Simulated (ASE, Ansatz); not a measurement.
# 1T-PtSe2, 1 layer, Te on Se sites (48 atoms): geometry optimisation

Wanted: the relaxed structure of 1T-PtSe2, 1 layer, Te on Se sites (48 atoms) and its electronic structure.

Calculated with Ansatz 0.2.0; Kohn-Sham DFT, RPBE, PAW (set soft_2), plane waves.

## Step 1: Starting point

The cell holds 48 atoms: 16 Pt, 25 Se and 7 Te. Its edges and angles: a = 14.920 Å, b = 14.920 Å, c = 14.600 Å, α = 90.0°, β = 90.0°, γ = 120.0°. It derives from PtSe2 (1T-PtSe2) and Te2Pt. 1 layer of 1T-PtSe2 (a = 3.73 Å), 4 x 4 cells; 12 Å of vacuum; 7 of 32 Se replaced by Te at random; not relaxed, displaced by a Gaussian of 0.02 Å. Vacuum lies along c.

Limits known from the start: The Brillouin zone is sampled at Γ only, in a cell whose shortest periodic width is 13 Å. Spin–orbit coupling is left out, which matters for the levels of the heavy elements.

## Step 2: Single point at the start

The forces at the start show how far the geometry lies from a minimum of this functional.

Input file input.yaml:

```yaml
crystal:
  lattice:
    - [14.92, 0.0, 0.0]
    - [-7.46, 12.9211, 0.0]
    - [0.0, 0.0, 14.6]
  atoms:
    - { symbol: Pt, position: [0.00014, 0.99825, 0.49907] }
    - { symbol: Se, position: [0.08546, 0.16947, 0.58946] }
    - { symbol: Se, position: [0.16794, 0.08659, 0.41497] }
    - { symbol: Pt, position: [0.99905, 0.25091, 0.49988] }
    [... 38 atom lines left out ...]
    - { symbol: Pt, position: [0.75121, 0.50064, 0.50034] }
    - { symbol: Se, position: [0.831, 0.66665, 0.58674] }
    - { symbol: Se, position: [0.91693, 0.58418, 0.40797] }
    - { symbol: Pt, position: [0.74756, 0.7497, 0.50069] }
    - { symbol: Se, position: [0.83182, 0.91395, 0.59151] }
    - { symbol: Se, position: [0.91173, 0.83336, 0.41007] }
kpoints:
  mp_grid: { grid: [1, 1, 1] }
hamiltonian:
  xc: rpbe
scf:
  occupations: { method: gaussian, width: 0.05 }
output:
  forces: true
  populations: true
  dos:
    method: { smearing: { sigma: 0.1 } }
    de: 0.1
    projected:
      site_lists:
        Pt: [Pt]
        Se: [Se]
        Te: [Te]
        layer_1: [0, 1, 2, 3, 4, 5, 6, 7, 8, 9, 10, 11, 12, 13, 14, 15, 16, 17, 18, 19, 20, 21, 22, 23, 24, 25, 26, 27, 28, 29, 30, 31, 32, 33, 34, 35, 36, 37, 38, 39, 40, 41, 42, 43, 44, 45, 46, 47]
  eigenvalues: true
```

Command:

```sh
$ ansatz run input.yaml --threads 4 --pin off --max-ram 8192MiB --backend cpu --events-out ev --progress --plain --runs-dir out
```

The job ended after 45 s (4 threads of Arm Neoverse V2, shared host; peak memory 3.8 GiB).

Numbers from this run:

| Property | Result |
| --- | --- |
| free energy | -386402.8274 eV |
| free energy per atom | -8050.0589 eV/atom |
| SCF cycles | 12 |
| r.m.s. force component | 0.8877 eV/Å |
| longest force | 3.477 eV/Å |
| Fermi energy | 1.825 eV |
| gap (highest filled to lowest empty level) | 1.034 eV |
| spilling of the projection | 0.004549 |

The r.m.s. force component of 0.89 eV/Å sets the starting point.

Length of the force by element:

| element | coordination | atoms | mean length of the force (eV/Å) | spread | least | most |
| --- | --- | --- | --- | --- | --- | --- |
| Pt | all | 16 | 1.11 | 0.479 | 0.278 | 2.00 |
| Se | all | 25 | 0.820 | 0.384 | 0.138 | 2.01 |
| Te | all | 7 | 3.14 | 0.234 | 2.82 | 3.48 |

## Step 3: Relaxation

The atoms are relaxed in the fixed cell, aiming at the force tolerance of the input.

input.yaml, the sections that differ from step 2:

```yaml
output:
  forces: true
relax:
  f_tol: 0.05
  max_steps: 136
# crystal, kpoints, hamiltonian, scf: as in step 2
```

The job ended after 100 s (4 threads; peak memory 3.8 GiB; 6.4 min of CPU time).

Relaxation path:

| step | energy less that of the first step (eV) | largest force component (eV/Å) |
| --- | --- | --- |
| 1 | 0.0000 | 3.4435 |
| 2 | -3.2121 | 0.4679 |
| 3 | -3.5220 | 0.1086 |
| 4 | -3.5315 | 0.0209 |

The atoms that moved most (Å):

| atom | dx | dy | dz | length |
| --- | --- | --- | --- | --- |
| Te5 | -0.039 | -0.031 | 0.360 | 0.363 |
| Te33 | 0.071 | 0.087 | -0.338 | 0.356 |
| Te21 | -0.101 | 0.035 | -0.303 | 0.322 |
| Te18 | -0.060 | -0.044 | -0.294 | 0.303 |
| Te26 | -0.055 | -0.017 | 0.295 | 0.300 |
| Se38 | 0.031 | -0.024 | 0.239 | 0.242 |
| Te15 | 0.029 | 0.013 | -0.224 | 0.227 |
| Se3 | -0.060 | -0.095 | -0.142 | 0.181 |

The relaxation changed the energy by -73.6 meV/atom, and atoms moved by 0.15 Å r.m.s., 0.36 Å at most.

## Step 4: Structure statistics after relaxation

Bonds before and after, by the cutoffs listed below:

| pair | bonds before | bonds after | mean before (Å) | mean after (Å) | spread before (Å) | spread after (Å) |
| --- | --- | --- | --- | --- | --- | --- |
| Se-Pt | 75 | 75 | 2.515 | 2.532 | 0.029 | 0.009 |
| Pt-Te | 21 | 21 | 2.523 | 2.673 | 0.020 | 0.009 |

Normalised to the volume that the atoms fill. g(r), total and by pair (bins of 0.2 Å):

| r (Å) | total | Se-Se | Se-Pt | Se-Te | Pt-Pt | Pt-Te | Te-Te |
| --- | --- | --- | --- | --- | --- | --- | --- |
| 2.50 | 4.16 | 0.00 | 12.00 | 0.00 | 0.00 | 0.00 | 0.00 |
| 2.70 | 1.04 | 0.00 | 0.00 | 0.00 | 0.00 | 10.70 | 0.00 |
| 2.90 | 0.00 | 0.00 | 0.00 | 0.00 | 0.00 | 0.00 | 0.00 |
| 3.10 | 0.00 | 0.00 | 0.00 | 0.00 | 0.00 | 0.00 | 0.00 |
| 3.30 | 0.00 | 0.00 | 0.00 | 0.00 | 0.00 | 0.00 | 0.00 |
| 3.50 | 1.17 | 3.27 | 0.00 | 1.84 | 0.00 | 0.00 | 0.00 |
| 3.70 | 3.37 | 5.34 | 0.00 | 4.72 | 9.66 | 0.00 | 5.97 |
| 3.90 | 0.51 | 0.27 | 0.00 | 1.43 | 1.30 | 0.00 | 3.35 |
| 4.10 | 0.00 | 0.00 | 0.00 | 0.00 | 0.00 | 0.00 | 0.00 |
| 4.30 | 0.02 | 0.00 | 0.05 | 0.00 | 0.00 | 0.00 | 0.00 |
| 4.50 | 1.40 | 0.00 | 3.62 | 0.00 | 0.00 | 1.41 | 0.00 |
| 4.70 | 0.25 | 0.00 | 0.10 | 0.00 | 0.00 | 2.20 | 0.00 |
| 4.90 | 0.00 | 0.00 | 0.00 | 0.00 | 0.00 | 0.00 | 0.00 |
| 5.10 | 0.44 | 1.53 | 0.00 | 0.17 | 0.00 | 0.00 | 0.00 |
| 5.30 | 0.21 | 0.00 | 0.00 | 1.11 | 0.00 | 0.00 | 1.73 |
| 5.50 | 0.00 | 0.00 | 0.00 | 0.00 | 0.00 | 0.00 | 0.00 |
| 5.70 | 0.32 | 0.00 | 0.89 | 0.00 | 0.00 | 0.11 | 0.00 |
| 5.90 | 1.57 | 0.00 | 3.55 | 0.00 | 0.00 | 3.54 | 0.00 |
| 6.10 | 0.10 | 0.07 | 0.03 | 0.00 | 0.00 | 0.70 | 0.00 |
| 6.30 | 0.84 | 2.14 | 0.00 | 1.27 | 0.55 | 0.00 | 0.41 |
| 6.50 | 1.18 | 1.44 | 0.00 | 2.67 | 3.11 | 0.00 | 1.96 |
| 6.70 | 0.02 | 0.03 | 0.00 | 0.11 | 0.00 | 0.00 | 0.00 |
| 6.90 | 0.00 | 0.00 | 0.00 | 0.00 | 0.00 | 0.00 | 0.00 |
| 7.10 | 0.00 | 0.00 | 0.00 | 0.00 | 0.00 | 0.00 | 0.00 |
| 7.30 | 0.19 | 0.29 | 0.00 | 0.35 | 0.47 | 0.00 | 0.31 |
| 7.50 | 0.70 | 0.98 | 0.00 | 1.16 | 2.28 | 0.00 | 0.29 |
| 7.70 | 0.12 | 0.04 | 0.27 | 0.08 | 0.00 | 0.06 | 0.00 |
| 7.90 | 0.95 | 0.00 | 2.13 | 0.00 | 0.00 | 2.15 | 0.00 |

Bonds by pair of elements; cutoffs follow the first minimum of g(r), held within bounds set by covalent radii, and pairs that aren't listed don't count as bonded:

| pair A-B | cutoff (Å) | bonds | mean length (Å) | spread (Å) | shortest (Å) | B about A | A about B |
| --- | --- | --- | --- | --- | --- | --- | --- |
| Se-Pt | 3 | 75 | 2.53 | 0.009 | 2.51 | 3 | 4.69 |
| Pt-Te | 3.21 | 21 | 2.67 | 0.009 | 2.66 | 1.31 | 3 |

How many atoms have how many bonded neighbours:

| element | mean | 3 | 6 |
| --- | --- | --- | --- |
| Pt | 6 | 0 | 16 |
| Se | 3 | 25 | 0 |
| Te | 3 | 7 | 0 |

Bond angles, per cent of each kind in bins of 5°:

| angle (°) | Se-Pt-Se | Se-Pt-Te | Pt-Se-Pt | Pt-Te-Pt | Te-Pt-Te |
| --- | --- | --- | --- | --- | --- |
| 80–85 | 4.0 | 0.0 | 0.0 | 0.0 | 0.0 |
| 85–90 | 36.2 | 41.6 | 0.0 | 42.9 | 42.9 |
| 90–95 | 29.5 | 36.4 | 74.7 | 57.1 | 35.7 |
| 95–100 | 10.1 | 2.6 | 25.3 | 0.0 | 0.0 |
| 100–105 | 0.0 | 0.0 | 0.0 | 0.0 | 0.0 |
| 105–110 | 0.0 | 0.0 | 0.0 | 0.0 | 0.0 |
| 110–115 | 0.0 | 0.0 | 0.0 | 0.0 | 0.0 |
| 115–120 | 0.0 | 0.0 | 0.0 | 0.0 | 0.0 |
| 120–125 | 0.0 | 0.0 | 0.0 | 0.0 | 0.0 |
| 125–130 | 0.0 | 0.0 | 0.0 | 0.0 | 0.0 |
| 130–135 | 0.0 | 0.0 | 0.0 | 0.0 | 0.0 |
| 135–140 | 0.0 | 0.0 | 0.0 | 0.0 | 0.0 |
| 140–145 | 0.0 | 0.0 | 0.0 | 0.0 | 0.0 |
| 145–150 | 0.0 | 0.0 | 0.0 | 0.0 | 0.0 |
| 150–155 | 0.0 | 0.0 | 0.0 | 0.0 | 0.0 |
| 155–160 | 0.0 | 0.0 | 0.0 | 0.0 | 0.0 |
| 160–165 | 0.0 | 0.0 | 0.0 | 0.0 | 0.0 |
| 165–170 | 0.0 | 0.0 | 0.0 | 0.0 | 0.0 |
| 170–175 | 0.0 | 0.0 | 0.0 | 0.0 | 0.0 |
| 175–180 | 20.1 | 19.5 | 0.0 | 0.0 | 21.4 |

Bond angles (no mean is given where the spread exceeds 20°):

| angle | count | mean (°) | spread (°) |
| --- | --- | --- | --- |
| Se-Pt-Se | 149 | - | - |
| Se-Pt-Te | 77 | - | - |
| Pt-Se-Pt | 75 | 94.4 | 1.4 |
| Pt-Te-Pt | 21 | 90.3 | 1.3 |
| Te-Pt-Te | 14 | - | - |

By these cutoffs all Pt atoms have 6, all Se atoms have 3 and all Te atoms have 3 bonded neighbours.

## Step 5: Single point at the relaxed geometry

The electronic structure is read at the final geometry, in a run of its own.

Input file input.yaml:

```yaml
crystal:
  lattice:
    - [14.92, 0.0, 0.0]
    - [-7.46, 12.9211, 0.0]
    - [0.0, 0.0, 14.6]
  atoms:
    - { symbol: Pt, position: [0.99856, 0.99846, 0.50194] }
    - { symbol: Se, position: [0.08101, 0.16108, 0.59829] }
    - { symbol: Se, position: [0.16022, 0.0792, 0.40525] }
    - { symbol: Pt, position: [0.99778, 0.2466, 0.50981] }
    [... 38 atom lines left out ...]
    - { symbol: Pt, position: [0.75331, 0.49997, 0.49612] }
    - { symbol: Se, position: [0.83201, 0.66703, 0.58606] }
    - { symbol: Se, position: [0.91978, 0.58365, 0.40544] }
    - { symbol: Pt, position: [0.75299, 0.75427, 0.49463] }
    - { symbol: Se, position: [0.83336, 0.91517, 0.59552] }
    - { symbol: Se, position: [0.91969, 0.83672, 0.4053] }
kpoints:
  mp_grid: { grid: [1, 1, 1] }
hamiltonian:
  xc: rpbe
scf:
  occupations: { method: gaussian, width: 0.05 }
output:
  forces: true
  populations: intrinsic
  dos:
    method: { smearing: { sigma: 0.08 } }
    de: 0.1
    projected:
      site_lists:
        Pt: [Pt]
        Se: [Se]
        Te: [Te]
        layer_1: [0, 1, 2, 3, 4, 5, 6, 7, 8, 9, 10, 11, 12, 13, 14, 15, 16, 17, 18, 19, 20, 21, 22, 23, 24, 25, 26, 27, 28, 29, 30, 31, 32, 33, 34, 35, 36, 37, 38, 39, 40, 41, 42, 43, 44, 45, 46, 47]
  eigenvalues: true
  write_density: true
  write_potential: true
  volumetric_format: npy
```

The job ended after 49 s (4 threads; peak memory 3.8 GiB; 3.2 min of CPU time).

The program notes that the exchange-correlation potential is rough where the density is thin.

The run gave:

* free energy: -386406.3589 eV
* free energy per atom: -8050.1325 eV/atom
* SCF cycles: 12
* r.m.s. force component: 0.00571 eV/Å
* longest force: 0.02285 eV/Å
* Fermi energy: 1.876 eV
* gap (highest filled to lowest empty level): 0.8758 eV
* potential in mid-vacuum, over the Fermi level: 4.541 eV
* potential 4.5 Å over the upper face: 4.547 eV
* potential 4.5 Å under the lower face: 4.534 eV

Intrinsic-atomic-orbital charges by element:

| element | coordination | atoms | mean charge (e) | spread | least | most |
| --- | --- | --- | --- | --- | --- | --- |
| Pt | all | 16 | 0.459 | 0.0539 | 0.339 | 0.525 |
| Se | all | 25 | -0.280 | 0.0134 | -0.310 | -0.259 |
| Te | all | 7 | -0.0477 | 0.0177 | -0.0696 | -0.0164 |

Charge against the make-up of the first shell:

| Se neighbours of Pt | atoms | mean charge (e) |
| --- | --- | --- |
| 2 | 1 | 0.339 |
| 3 | 2 | 0.379 |
| 4 | 2 | 0.423 |
| 5 | 7 | 0.473 |
| 6 | 4 | 0.521 |

By region:

| region | atoms | mean length of the force (eV/Å) | net charge (e) |
| --- | --- | --- | --- |
| layer 1 | 48 | 0.008 | 0 |

States in the cell by windows of 1 eV, zero at the Fermi level; the larger projections on atomic orbitals stand beside the total:

| from (eV) | to (eV) | total | layer 1 | Pt d | Se p | Te p | Pt s | Se s |
| --- | --- | --- | --- | --- | --- | --- | --- | --- |
| -18 | -15 | 0.0 | 0.0 | 0.0 | 0.0 | 0.0 | 0.0 | 0.0 |
| -15 | -14 | 7.5 | 7.5 | 0.1 | 0.2 | 0.0 | 1.8 | 5.3 |
| -14 | -13 | 39.3 | 39.2 | 2.5 | 0.5 | 0.2 | 1.9 | 33.8 |
| -13 | -12 | 3.5 | 3.5 | 0.3 | 0.0 | 0.0 | 0.0 | 2.9 |
| -12 | -11 | 13.7 | 13.7 | 1.1 | 0.2 | 0.1 | 0.6 | 0.7 |
| -11 | -7 | 0.0 | 0.0 | 0.0 | 0.0 | 0.0 | 0.0 | 0.0 |
| -7 | -6 | 17.1 | 16.9 | 4.6 | 7.6 | 1.3 | 3.1 | 0.3 |
| -6 | -5 | 67.9 | 67.3 | 35.7 | 23.2 | 4.7 | 1.8 | 1.4 |
| -5 | -4 | 53.1 | 52.5 | 27.2 | 17.0 | 5.3 | 0.9 | 1.3 |
| -4 | -3 | 40.8 | 40.6 | 33.6 | 3.7 | 1.2 | 1.1 | 0.8 |
| -3 | -2 | 55.1 | 54.3 | 23.4 | 22.5 | 6.2 | 1.4 | 0.5 |
| -2 | -1 | 43.2 | 42.5 | 10.2 | 25.7 | 6.3 | 0.0 | 0.1 |
| -1 | 0 | 10.8 | 10.6 | 1.1 | 6.3 | 3.1 | 0.0 | 0.0 |
| 0 | 1 | 24.0 | 23.3 | 7.6 | 11.0 | 3.8 | 0.1 | 0.6 |
| 1 | 2 | 36.0 | 35.4 | 9.9 | 18.8 | 5.9 | 0.1 | 0.5 |
| 2 | 3 | 4.0 | 4.0 | 1.0 | 2.1 | 0.9 | 0.0 | 0.0 |
| 3 | 4 | 8.0 | 5.5 | 0.2 | 1.4 | 0.5 | 3.0 | 0.2 |
| 4 | 5 | 37.3 | 11.2 | 0.2 | 3.4 | 1.1 | 6.0 | 0.4 |

The curve was stored every 0.100 eV, coarse against its broadening of 0.08 eV, so these counts are rough.

The stored curve holds about 352 of the 800 electrons; the rest, give or take the few that broadening carries across the Fermi level, lie in deeper levels below its range.

The levels nearest the highest filled one (over half full), pooled over k-points and spins:

| level less the highest filled one (eV) | occupation |
| --- | --- |
| -0.565 | 2 |
| -0.495 | 2 |
| -0.478 | 2 |
| -0.391 | 2 |
| -0.0379 | 2 |
| 0 | 2 |
| 0.876 | 0 |
| 0.917 | 0 |
| 0.926 | 0 |
| 0.979 | 0 |
| 1.000 | 0 |
| 1.01 | 0 |

Planar average of the electrostatic potential energy along the normal, with the Fermi level as zero, after a running mean with a triangular window 4 Å wide at its base:

| height (Å) | potential energy (eV) |
| --- | --- |
| 0.0 | 4.54 |
| 0.4 | 4.54 |
| 0.9 | 4.53 |
| 1.2 | 4.53 |
| 1.6 | 4.53 |
| 2.0 | 4.52 |
| 2.5 | 4.49 |
| 2.9 | 4.42 |
| 3.4 | 4.19 |
| 3.6 | 3.89 |
| 4.1 | 3.19 |
| 4.5 | 2.12 |
| 5.0 | 0.61 |
| 5.4 | -1.32 |
| 5.8 | -3.47 |
| 6.1 | -4.91 |
| 6.6 | -6.78 |
| 7.0 | -7.98 |
| 7.4 | -8.17 |
| 7.9 | -7.30 |
| 8.3 | -5.60 |
| 8.6 | -4.22 |
| 9.1 | -2.03 |
| 9.5 | 0.04 |
| 9.9 | 1.73 |
| 10.4 | 2.94 |
| 10.8 | 3.76 |
| 11.1 | 4.12 |
| 11.5 | 4.42 |
| 12.0 | 4.51 |
| 12.4 | 4.54 |
| 12.8 | 4.55 |
| 13.3 | 4.55 |
| 13.6 | 4.55 |
| 14.0 | 4.54 |
| 14.5 | 4.54 |

Mean intrinsic-atomic-orbital charges: Pt +0.46, Se -0.28, Te -0.05 e. The charge on Pt changes by +0.046 e for each Se neighbour that takes the place of another kind, on average. The largest share in the top eV of filled states is Se p (61 % of the projected weight), and in the lowest eV of empty states Se p (49 % of the projected weight). The potential stands 4.98 eV above the highest filled level over the upper face and 4.97 eV under the lower one, a reading of the ionisation potential at this level on the run's k-points.

## Step 6: Outcome

* energy change in the relaxation: -73.57 meV/atom
* r.m.s. displacement: 0.15 Å
* largest displacement: 0.363 Å
* free energy per atom: -8050.1325 eV/atom
* r.m.s. force component: 0.00571 eV/Å
* gap (highest filled to lowest empty level): 0.8758 eV
* potential in mid-vacuum, over the Fermi level: 4.541 eV
* wall time of the 3 DFT runs: 3.2 min

**Reading.** Relaxation lowers the energy by 73.6 meV/atom and moves atoms by 0.15 Å r.m.s.; the r.m.s. force component goes from 0.89 to 0.0057 eV/Å, and the gap from 1.03 to 0.876 eV. By the final cutoffs no bond was broken or made. First to last step the energy falls by 3.532 eV; the largest move, 0.36 Å, is that of Te5. The Pt-Te bonds change most in mean length: from 2.523 Å (spread 0.020) to 2.673 Å (spread 0.009). With the cutoffs above, all Pt atoms have 6, all Se atoms have 3 and all Te atoms have 3 bonded neighbours. Between filled and empty levels lie 0.876 eV at Γ alone; the mesh holds the band edges only if they fold onto it, so the gap at this level can be narrower or closed. The potential stands 4.98 eV above the highest filled level over the upper face and 4.97 eV under the lower one, a reading of the ionisation potential at this level on the run's k-points.

[Logs are printed without paths, hosts, clocks, repeated set-up lines and the standing remarks that a program may print on its own settings, such as how far it seeks lower states.]

[Hosts, paths, dates, database ids (printed as entryN), source tags and the programs' standing remarks are cut or masked in the printed files.]
